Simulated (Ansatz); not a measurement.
**Sr2Hf (built on the HfBe2 structure): a soft mode frozen in**

Wanted: the energy along a soft mode of Sr2Hf (built on the HfBe2 structure) and the structure at the end.

Main program and level: Ansatz 0.2.0; DFT PBEsol, scalar-relativistic, plane waves, PAW.

The structure was built from a prototype and need not be the compound's stable phase.

### Step 1. Set-up

It takes space group P6/mmm (No. 191, hexagonal). The conventional cell has a = 5.887 Å, b = 5.887 Å, c = 3.313 Å, α = 90.00°, β = 90.00°, γ = 120.00°. Hf has 2 Hf at 3.31 Å nearest. Sr has 5 Sr at 3.31 to 3.40 Å nearest. Farther neighbours, and contacts between anions beyond the nearest, are not listed.

### Step 2. Phonons on a q mesh

Stability and thermal properties need the whole zone. Linear response on a 2×2×4 q mesh gives force constants as far as a supercell of that size would.

input.yaml

```yaml
crystal:
  lattice:
    - [5.8871168484, 0.0, 0.0]
    - [-2.9435584242, 5.0983927457, 0.0]
    - [0.0, 0.0, 3.3132417562]
  atoms:
    - { symbol: Hf, position: [0.0, 0.0, 0.0] }
    - { symbol: Sr, position: [0.3333333333, 0.6666666667, 0.5] }
    - { symbol: Sr, position: [0.6666666667, 0.3333333333, 0.5] }
kpoints:
  mp_grid: { grid: [10, 10, 12] }
hamiltonian:
  xc: pbesol
scf:
  occupations: { method: methfessel_paxton, width: 0.2 }
output:
  eigenvalues: true
phonons:
  method: dfpt
  qmesh: [2, 2, 4]
  temperatures: { t_max: 1000, t_step: 50 }
  qpath:
    path:
      - [[0.0, 0.0, 0.0], [0.5, 0.0, 0.0], [0.33333333, 0.33333333, 0.0], [0.0, 0.0, 0.0], [0.0, 0.0, 0.5], [0.5, 0.0, 0.5], [0.33333333, 0.33333333, 0.5], [0.0, 0.0, 0.5]]
      - [[0.5, 0.0, 0.5], [0.5, 0.0, 0.0]]
      - [[0.33333333, 0.33333333, 0.5], [0.33333333, 0.33333333, 0.0]]
    npoints: 10
```

Command:

```sh
$ ansatz run input.yaml --threads 8 --pin off --max-ram 14336MiB --backend cpu --events-out ev --progress --plain --runs-dir out
```

The log of the run:

```text
Warning: phonons: the dynamical matrix that this run interpolates holds no multipole term above the dipole-dipole one, and a site of this crystal is no centre of inversion, so its interpolated transverse optical and acoustic branches and sound speeds can stay off near Gamma, and the density of states and the thermodynamics with them. What a run solves at a wave vector of phonons.qpoints, Gamma apart, where the deck admits one, is free of this, and under fd what a larger phonons.supercell samples
Engine: ansatz 0.2.0, x86_64-unknown-linux-gnu
Pseudopotentials: kind: paw
Pseudopotential: Hf, paw, valence charge 26, recommended cutoff 420 eV (normal), Hf.paw.azcp
Pseudopotential: Sr, paw, valence charge 10, recommended cutoff 420 eV (normal), Sr.paw.azcp
Functional definition: PBEsol
  exchange = pbesol_x
  correlation = pbesol_c
Crystal: 3 atoms, lattice volume = 99.446 Å³
Basis set: ecut = 420 eV, 1955 PW (Γ), exchange–correlation on 80×80×48 points (8 copies of the dense FFT grid, shifted against one another)
Bands: 28, of which v1, the nominal top of the filled ones, is band 23 counted from 1 (22 counted from 0)
Symmetry: 24 space group operations
k-points: 98 of 1200
Non-local potential: Hf, projectors of the file, l = 0: 3, l = 1: 2, l = 2: 2, l = 3: 3
Non-local potential: Sr, projectors of the file, l = 0: 3, l = 1: 2, l = 2: 2
PAW form: soft (Blöchl's): semilocal exchange-correlation on the pseudo side does not see the compensation charge
PAW frozen core: Hf, regenerated for the run's functional, and the local potential with it (the file was generated under x = pbe(κ = 0.804, μ = 0.219515), c = pbe(β = 0.066725))
PAW frozen core: Sr, regenerated for the run's functional, and the local potential with it (the file was generated under x = pbe(κ = 0.804, μ = 0.219515), c = pbe(β = 0.066725))
PAW one-centre angular grid: Hf, 590 points (default); XC on 64 Gauss nodes
PAW one-centre angular grid: Sr, 110 points (default); XC on 64 Gauss nodes
Initial density: superposition of atomic densities (neutral atoms: chi_scale 0, normalization atom), corrected by the library's trained network
Initial wavefunctions: pseudopotential atomic-orbital guess
Functional: x = pbesol(κ = 0.804, μ = 0.123457), c = pbesol(β = 0.046)
SCF iter   1: F=—  HF=-22580.272179 eV  |F-HF|=—  |Δ(HF+E_count)|=         —  Δρ=4.51e-3  dr2=2.52e-2  ethr=1.77e-3  ⟨swp⟩=7.0  Hψ=12801  notcnv=0
preconditioner: auto → Kerker (q_TF=auto, 2.399 Å⁻¹)  [metal: Δε(μ)=0.005 eV  Ē_g=12.888 eV  σ=0.200 eV  W_gap=0.02  n_scr=26 (ndim 8)  ℏωp=21.7 eV  f_vac=0.000  D(μ)=7.29/eV (n_scr^D=68)]
SCF iter   2: F=—  HF=-22580.272653 eV  |F-HF|=—  |Δ(HF+E_count)|=   4.74e-4  S|Δr|=    0.00e0  Δρ=2.84e-3  dr2=1.26e-2  ethr=5.49e-5  ⟨swp⟩=1.5  Hψ=3619  notcnv=0
SCF iter   3: F=—  HF=-22580.271362 eV  |F-HF|=—  |Δ(HF+E_count)|=   1.29e-3  S|Δr|=    0.00e0  Δρ=6.60e-4  dr2=3.47e-4  ethr=2.75e-5  ⟨swp⟩=2.0  Hψ=4458  notcnv=0
SCF iter   4: F=—  HF=-22580.271049 eV  |F-HF|=—  |Δ(HF+E_count)|=   3.13e-4  S|Δr|=    0.00e0  Δρ=4.07e-4  dr2=2.29e-4  ethr=7.55e-7  ⟨swp⟩=2.3  Hψ=5062  notcnv=0
SCF iter   5: F=—  HF=-22580.271023 eV  |F-HF|=—  |Δ(HF+E_count)|=   2.62e-5  S|Δr|=    0.00e0  Δρ=1.60e-4  dr2=6.77e-5  ethr=4.98e-7  ⟨swp⟩=2.0  Hψ=3877  notcnv=0
SCF iter   6: F=—  HF=-22580.271015 eV  |F-HF|=—  |Δ(HF+E_count)|=   7.70e-6  S|Δr|=    0.00e0  Δρ=5.45e-5  dr2=7.99e-6  ethr=1.47e-7  ⟨swp⟩=2.0  Hψ=3665  notcnv=0
SCF iter   7: F=—  HF=-22580.271007 eV  |F-HF|=—  |Δ(HF+E_count)|=   7.58e-6  S|Δr|=    0.00e0  Δρ=1.32e-5  dr2=2.49e-7  ethr=1.74e-8  ⟨swp⟩=2.1  Hψ=3833  notcnv=0
SCF iter   8: F=—  HF=-22580.271010 eV  |F-HF|=—  |Δ(HF+E_count)|=   2.96e-6  S|Δr|=    0.00e0  Δρ=2.68e-6  dr2=6.76e-9  ethr=5.42e-10  ⟨swp⟩=2.4  Hψ=4594  notcnv=0
SCF iter   9: F=—  HF=-22580.271010 eV  |F-HF|=—  |Δ(HF+E_count)|=  3.46e-10  S|Δr|=    0.00e0  Δρ=6.94e-7  dr2=5.16e-10  ethr=1.47e-11  ⟨swp⟩=2.2  Hψ=5005  notcnv=0
SCF iter  10: F=—  HF=-22580.271010 eV  |F-HF|=—  |Δ(HF+E_count)|=  2.91e-11  S|Δr|=    0.00e0  Δρ=1.72e-7  dr2=3.88e-11  ethr=1.12e-12  ⟨swp⟩=2.3  Hψ=4365  notcnv=0
SCF iter  11: F=-22580.271010 eV  HF=-22580.271010 eV  |F-HF|=7.28e-12  |Δ(HF+E_count)|=    0.00e0  S|Δr|=    0.00e0  Δρ=3.81e-8  dr2=1.41e-12  ethr=1.00e-12  ⟨swp⟩=6.2  Hψ=14068  notcnv=0
the search or the solves at the SCF's close seem to have found levels that the self-consistency loop had missed (the run counts 1). By its estimate they hold under 1e-12 electrons; where the run keeps them, the occupations were computed again with them
SCF 1 converged in 11 iterations: F = -22580.271010 eV  dr2 = 1.41e-12
  greatest PAW one-centre occupation: 0.998 electrons in one spin orbital (limit 2), on the Hf atom at site 0 (counted from 0), in its partial waves of l = 3
Initial density: read from a saved state, or passed on in memory by an earlier SCF of this step, an earlier step, the calling program or the single point that the run made first
iter 1 solved again at ethr=4.63e-7 eV; its pass at ethr=3.10e-3 eV (dr2=2.13e-4 eV) is discarded
SCF iter   1: F=—  HF=-22580.271007 eV  |F-HF|=—  |Δ(HF+E_count)|=         —  Δρ=1.05e-6  dr2=1.75e-9  ethr=4.63e-7  ⟨swp⟩=3.4  Hψ=21014  notcnv=0
eigensolver tolerance schedule: the retry pair's looser diagonalisation over-reported the residual by 121654.75 of it (diagonalisation noise at an unbounded share of the residual, at the tolerance the schedule requests for it); recorded, not acted on — ethr = c·dr2/N_el stays at c = 1.0e-1
preconditioner: auto → Kerker (q_TF=auto, 2.399 Å⁻¹)  [metal: Δε(μ)=0.014 eV  Ē_g=12.863 eV  σ=0.200 eV  W_gap=0.06  n_scr=26 (ndim 8)  ℏωp=21.7 eV  f_vac=0.000  D(μ)=7.42/eV (n_scr^D=68)]
SCF iter   2: F=—  HF=-22580.271010 eV  |F-HF|=—  |Δ(HF+E_count)|=   3.81e-6  S|Δr|=    0.00e0  Δρ=7.99e-7  dr2=1.44e-9  ethr=3.80e-12  ⟨swp⟩=4.6  Hψ=9780  notcnv=0
SCF iter   3: F=—  HF=-22580.271010 eV  |F-HF|=—  |Δ(HF+E_count)|=  3.27e-10  S|Δr|=    0.00e0  Δρ=4.14e-7  dr2=3.25e-10  ethr=3.12e-12  ⟨swp⟩=2.0  Hψ=3688  notcnv=0
SCF iter   4: F=—  HF=-22580.271010 eV  |F-HF|=—  |Δ(HF+E_count)|=  2.91e-11  S|Δr|=    0.00e0  Δρ=2.78e-7  dr2=1.30e-10  ethr=1.00e-12  ⟨swp⟩=1.0  Hψ=2744  notcnv=0
SCF iter   5: F=—  HF=-22580.271010 eV  |F-HF|=—  |Δ(HF+E_count)|=  2.18e-11  S|Δr|=    0.00e0  Δρ=1.51e-7  dr2=3.19e-11  ethr=1.00e-12  ⟨swp⟩=1.0  Hψ=2744  notcnv=0
SCF iter   6: F=-22580.271010 eV  HF=-22580.271010 eV  |F-HF|=7.28e-12  |Δ(HF+E_count)|=  7.28e-12  S|Δr|=    0.00e0  Δρ=8.70e-8  dr2=9.00e-12  ethr=1.00e-12  ⟨swp⟩=2.5  Hψ=7347  notcnv=0
SCF 2 converged in 6 iterations: F = -22580.271010 eV  dr2 = 9.00e-12
phonons: the bands overlap, so this run is a metal and interpolates without the dipole-dipole term. If the crystal is really an insulator or semiconductor, its LO-TO splitting is missing
NSCF: frozen V_eff on 98 k-points
WARN: eigensolver did not converge in 7 slots of this pass, the one above among them; of largest residual over every band (k=12): 1 band(s) unlocked (lowest unlocked band 27, counted from 0; max residual 4.70e-2 eV among the unlocked bands, 4.70e-2 eV over every band); of lowest unlocked band (k=11): band 27
NSCF: frozen V_eff on 217 k-points
DFPT response loops at q = (0, 0, 0) (fractional): preconditioner auto → Kerker (q_TF=auto, 2.399 Å⁻¹) (partly filled bands, converged f_vac=0.000); β = 1.00, the filter's whole step (`scf.mixing.beta` (0.50) is not read by the response loops under this deck's `scf.mixing.preconditioner`; to damp them name `kerker` or `kerker_dos`, under which they read `scf.mixing.beta`, and type it under 1.00, their step now; both keys bind the ground state too); Broyden in place of MSR1
NSCF: frozen V_eff on 744 k-points
DFPT response loops at q = (0, 0, 0.25) (fractional): mixed as the last ones told, above
NSCF: frozen V_eff on 434 k-points
DFPT response loops at q = (0, 0, -0.5) (fractional): mixed as the last ones told, above
NSCF: frozen V_eff on 434 k-points
DFPT response loops at q = (0, -0.5, 0) (fractional): mixed as the last ones told, above
NSCF: frozen V_eff on 744 k-points
DFPT response loops at q = (0, -0.5, 0.25) (fractional): mixed as the last ones told, above
NSCF: frozen V_eff on 434 k-points
DFPT response loops at q = (0, -0.5, -0.5) (fractional): mixed as the last ones told, above
SCF converged after 11 iterations
Stability not checked: this state was not tested for a lower state beside it, because cold or Methfessel-Paxton smearing, or corrected tetrahedra, fill the levels in a way that the test cannot read (fill_not_monotonic; see scf.lower_state_search)
Free energy (F): -22580.271010 eV
Harris-Foulkes:  -22580.271010 eV  (|F-HF|=7.28e-12)
Internal energy: -22580.256522 eV  (E = F + TS)
E sigma→0 (E₀):  -22580.267388 eV
Entropy (-TS):   -0.014488 eV (-4.829 meV/atom)
Fermi energy:    10.185853 eV
--- Per-component energies (eV) ---
  E_band       = -381.058113
  E_kinetic    = 911.706055
  E_local      = -8536.249731  (includes V_loc(G=0)·N_el)
  E_nonlocal   = -831.875068
  E_hartree    = 3660.661966
  E_xc         = -638.013721
  E_vxc        = -585.056980  (∫ρ·V_xc dr)
  E_paw        = -12094.854360  (= ΣΔE_a)
  E_vpaw       = 1339.093744  (= ΣTr[D̂ρ^β])
  E_aug_tail   = -0.000004  (compensation charges beyond the density's cutoff)
  E_ewald      = -5053.151445
  E_core_change = 1.519786  (= ΣΔE_core)
  E_smearing   = -0.014488  (= −TS)
  E_closure    = -0.000000  (closes the sum)
  Σ components = -22580.271010   (vs F -22580.271010, Δ=0.00e0)
--- Band table (eV; the first three rows and the last of 98) ---
  k-point 0: bands = [... 19 lower, 5.3000, 8.9802, 10.2917, 10.2917, 10.2974, 10.2974, 11.4362, 11.9094, ... 1 higher]
  k-point 1: bands = [... 19 lower, 5.4441, 9.1647, 10.2397, 10.2397, 10.2533, 10.2533, 11.7101, 12.0876, ... 1 higher]
  k-point 2: bands = [... 19 lower, 5.8569, 9.6633, 10.0925, 10.0925, 10.1169, 10.1169, 12.5013, 12.5812, ... 1 higher]
  k-point 97: bands = [... 19 lower, 8.2549, 9.3589, 9.5685, 10.2372, 10.3968, 10.5277, 11.3744, 11.3819, ... 1 higher]
--- Phonons (Γ-DFPT): 4 representative perturbations + reference (Σ response iterations 12) ---
  ASR residual: 4.618e-5 → 0.000e0 eV/Å²; symmetrization residual: 1.548e-5 eV/Å²
  ASR residual per site (eV/Å²): 4.62e-5 2.35e-5 2.35e-5
  Γ frequencies (cm⁻¹): 0.00 0.00 0.00 24.84 77.84 77.84 87.96 131.70 131.70
--- Phonons (arbitrary-q DFPT): 6 irreducible q on the 2×2×4 mesh ---
  q = [0.0000, 0.0000, 0.0000] (star 1, of the zone-centre solve; hermiticity 9.42e-6, symmetrization 1.60e-11): -0.00 0.00 0.00 24.84 77.84 77.84 87.96 131.70 131.70
  q = [0.0000, 0.0000, 0.2500] (star 2, 4 solved perturbations in 1080 linear systems a pass and spin channel, the states on 372 of 1200 k-point pairs; hermiticity 3.52e-6, symmetrization 1.32e-11): 23.19 27.41 27.41 67.66 67.66 106.97 107.43 129.29 129.29
  q = [0.0000, 0.0000, -0.5000] (star 1, 4 solved perturbations in 630 linear systems a pass and spin channel, the states on 217 of 1200 k-point pairs; hermiticity 2.90e-8, symmetrization 1.51e-8): 25.83 41.58 41.58 56.42 56.42 126.76 126.76 150.65 152.28
  q = [0.0000, -0.5000, 0.0000] (star 3, 6 solved perturbations on 217 of 1200 k-point pairs; hermiticity 4.20e-5, symmetrization 8.34e-6): 25.17 33.32 35.88 41.34 43.01 61.74 75.09 117.79 131.59
  q = [0.0000, -0.5000, 0.2500] (star 6, 6 solved perturbations on 372 of 1200 k-point pairs; hermiticity 3.05e-5, symmetrization 8.28e-6): 20.89 25.56 26.29 45.23 59.86 100.11 104.98 112.11 129.54
  q = [0.0000, -0.5000, -0.5000] (star 3, 6 solved perturbations on 217 of 1200 k-point pairs; hermiticity 9.49e-6, symmetrization 2.67e-6): -39.74 -26.28 26.13 37.44 45.33 92.96 122.84 144.98 147.84
  sum rule: each row above includes the acoustic sum rule's correction from the zone centre's row sums; it moved no ω² by more than (0.27 cm⁻¹)²
  mesh force constants: q→R imaginary residual 6.60e-18; ASR residual 4.618e-5 → 0.000e0 eV/Å²; symmetrization residual 1.776e-15 eV/Å²
  interpolated dispersion: 93 rows × 9 modes
  density of states and harmonic sums: on the 12×12×20 q-mesh, interpolated from the force constants of a 2×2×4 supercell (no non-analytic term)
  largest difference from the sums on the solved wave vectors: F 1.88e-2 eV, S 3.15e-5 and C_V 1.27e-5 eV/K
  zero-point energy: 0.038319 eV/cell   skipped modes (ω ≤ 0): 145, of them read as no rigid motion or as one in doubt: 142 (7.090e-1 modes/cell left out, lowest -44.37 cm⁻¹)   left out of the sums: 7.89e-2 of the cell's modes: C_V's classical limit lies that fraction below 3 k_B per atom; for a crystal, a wire or a layer, F and S can be off by more, and a phonons.interpolated_qmesh denser along its periods is the remedy for the sampling
```

Elapsed: 3.2 min, on 8 threads of Intel Xeon Platinum 8488C (Sapphire Rapids), shared host; peak memory 2.7 GiB; 24 min of CPU time.

Reading the cycles: dr2 is the Hartree energy of the density residual (eV), the measure of convergence; HF is the Harris–Foulkes estimate of the energy, which meets the free energy F at convergence.

This step gave:

* volume per atom: 33.15 Å³
* gap on the k-mesh: 0 eV
* sum-rule residual before enforcement: 4.62e-5 eV/Å²
* lowest frequency on the path: -44.37 cm⁻¹
* point group: 6/mmm
* highest frequency on path, mesh or solved points: 152.3 cm⁻¹
* highest optical mode at the zone centre (no LO-TO term): 131.7 cm⁻¹
* lowest optical zone-centre mode: 24.84 cm⁻¹
* lowest mode on the q mesh (acoustic modes at Γ apart): -39.74 cm⁻¹

Frequencies (cm⁻¹) solved at each irreducible wavevector; negative means imaginary. Frequencies by wavevector, by row:

```
q in reciprocal lattice units  star  mode 1  mode 2  mode 3  mode 4  mode 5  mode 6  mode 7  mode 8  mode 9
                        0 0 0     1       0       0       0    24.8    77.8    77.8      88   131.7   131.7
                     0 0 0.25     2    23.2    27.4    27.4    67.7    67.7     107   107.4   129.3   129.3
                     0 0 -0.5     1    25.8    41.6    41.6    56.4    56.4   126.8   126.8   150.7   152.3
                     0 -0.5 0     3    25.2    33.3    35.9    41.3      43    61.7    75.1   117.8   131.6
                  0 -0.5 0.25     6    20.9    25.6    26.3    45.2    59.9   100.1     105   112.1   129.5
                  0 -0.5 -0.5     3   -39.7   -26.3    26.1    37.4    45.3      93   122.8     145   147.8
```

Interpolated from a 2×2×4 q mesh. The phonon branches at the labelled points (cm⁻¹):

```csv
point,branch 1,branch 2,branch 3,branch 4,branch 5,branch 6,branch 7,branch 8,branch 9
Γ,0,0,0,25,78,78,88,132,132
halfway,14,15,30,34,66,72,78,125,132
M,25,33,36,41,43,62,75,118,132
halfway,29,30,34,37,41,59,84,111,134
K,27,31,31,39,39,54,98,98,135
halfway,13,19,31,36,61,74,75,122,133
Γ,0,0,0,25,78,78,88,132,132
halfway,23,27,27,68,68,107,107,129,129
A,26,42,42,56,56,127,127,151,152
halfway,-4,28,35,40,51,111,125,148,150
L,-40,-26,26,37,45,93,123,145,148
halfway,-34,-33,-28,36,60,90,121,145,147
H,-44,-29,-11,-11,78,78,119,146,146
halfway,-14,21,22,46,47,108,124,147,150
A,26,42,42,56,56,127,127,151,152
jump to L,-40,-26,26,37,45,93,123,145,148
halfway,21,26,26,45,60,100,105,112,130
M,25,33,36,41,43,62,75,118,132
jump to H,-44,-29,-11,-11,78,78,119,146,146
halfway,-31,25,32,32,89,89,105,105,131
K,27,31,31,39,39,54,98,98,135
```

The phonon branches as a text plot (rows in cm⁻¹):

```
    148 |                      ******************
    140 |                                       **       **
    132 |**********************                   *******  ******
    124 |  **        *       * ********** *********      **
    115 |    ***   **                    *   *     ******  *
    107 |       * *         *      *        *       *       *
     99 |        *         *        *      *     ****        ****
     91 |*      * *    ** **         ***  *     *           *
     83 | **   *   * **  *              *                *** *
     74 |******     ********             *           ****     *
     66 |  * *     ***      **          * *          **
     58 |   * ***** *         *****    *   *  **   ** ***      *
     50 |    *     *     *        ***       ***  ***   *       **
     42 |     *****            *********     *****  *****     *
     33 |  ***********    *  **    ***    ** *       ****  ****
     25 |*** ****** ****** **  *** * *  *   * ***********   *  **
     17 |   *      ***    *  **   *   *     *      **     *    *
      9 |***         *** *                   *     *       *
      1 |*             **
     -8 |                          *     *               *    *
    -16 |                                   *     *
    -24 |                           ****  **    **       **  *
    -32 |                               ** *     *          *
    -40 |                            ******     *        ***
         Γ    M  K      Γ       A     L  H    A|L      M|H      K
```

Symmetry leaves 6 wavevectors to solve. The lowest mode among them, the acoustic zeros apart, lies at q = (0, -0.5, -0.5) and is imaginary, 39.7i cm⁻¹, so the energy falls along it. Between them the interpolated path dips to 44i cm⁻¹.

### Step 3. The mode frozen in, largest atomic shift 0 Å

The mode followed lies at q = (0, -0.5, -0.5) with frequency 26.3i cm⁻¹, one of the unstable modes though not the softest. At small amplitude the pattern taken leaves space group no. 71 by a symmetry search on the positions. The undistorted cell that holds it gives the zero of energy on the same k mesh.

System of this step: Sr2Hf (built on the HfBe2 structure). It takes space group P6/mmm (No. 191, hexagonal). The conventional cell has a = 5.887 Å, b = 5.887 Å, c = 3.313 Å, α = 90.00°, β = 90.00°, γ = 120.00°. Nearest to Hf lie 2 Hf at 3.31 Å. Nearest to Sr lie 5 Sr at 3.31 to 3.40 Å. Farther neighbours, and contacts between anions beyond the nearest, are not listed.

input.yaml

```yaml
crystal:
  lattice:
    - [-5.8871168484, 0.0, 0.0]
    - [0.0, 0.0, -6.6264835124]
    - [-2.9435584242, -5.0983927457, -3.3132417562]
  atoms:
    - { symbol: Hf, position: [0.0, 0.5, 1.0] }
    - { symbol: Hf, position: [0.0, 0.0, 1.0] }
    - { symbol: Sr, position: [0.3333333333, 0.5833333333, 0.3333333333] }
    - { symbol: Sr, position: [0.3333333333, 0.0833333333, 0.3333333333] }
    - { symbol: Sr, position: [0.6666666667, 0.4166666667, 0.6666666667] }
    - { symbol: Sr, position: [0.6666666667, 0.9166666667, 0.6666666667] }
kpoints:
  mp_grid: { grid: [8, 8, 8] }
hamiltonian:
  xc: pbesol
scf:
  occupations: { method: methfessel_paxton, width: 0.2 }
output:
  forces: true
  stress: true
  eigenvalues: true
```

The log of the run:

```text
[...]
Crystal: 6 atoms, lattice volume = 198.893 Å³
Basis set: ecut = 420 eV, 3887 PW (Γ), exchange–correlation on 80×90×96 points (8 copies of the dense FFT grid, shifted against one another)
Bands: 56, of which v1, the nominal top of the filled ones, is band 46 counted from 1 (45 counted from 0)
Symmetry: 16 space group operations
[...]
k-points: 95 of 512
[...]
k-point 0: bands = [... 42 lower, 9.7037, 9.7487, 10.2916, 10.2917, 10.2972, 10.2972, 10.6247, 10.7572, ... 6 higher]
  k-point 1: bands = [... 42 lower, 9.6651, 9.6765, 9.9782, 10.2220, 10.2361, 10.3312, 10.4596, 10.4998, ... 6 higher]
  k-point 2: bands = [... 42 lower, 9.4538, 9.5356, 9.5763, 9.8097, 10.1411, 10.1635, 10.2712, 10.6570, ... 6 higher]
  k-point 94: bands = [... 42 lower, 9.5631, 9.5631, 10.1221, 10.1221, 10.6578, 10.6578, 10.8473, 10.8473, ... 6 higher]
[key lines of the parts left out:]
SCF converged after 9 iterations
Free energy (F): -45160.543135 eV
Fermi energy:    10.185794 eV
P = ⅓ Tr σ = -0.0054 GPa (-0.054 kbar)
```

Elapsed: 5.3 s, on 8 threads; peak memory 1.3 GiB.

Read from the output:

| Item | Value |
| --- | --- |
| pressure | -0.005422 GPa |
| energy from the undistorted cell | 0 meV/atom |

The run ends at a pressure of -0.01 GPa.

(Part 1 of 3 ends here.)

[Long decimals in the printed logs are rounded to 6 places.]

[Logs are printed without paths, hosts, clocks, repeated set-up lines and the standing remarks that a program may print on its own settings, such as how far it seeks lower states.]

[Hosts, paths, dates, database ids (printed as entryN), source tags and the programs' standing remarks are cut or masked in the printed files.]

[Where the starting crystal was built by hand or by swapping elements, it need not be the compound's stable phase.]
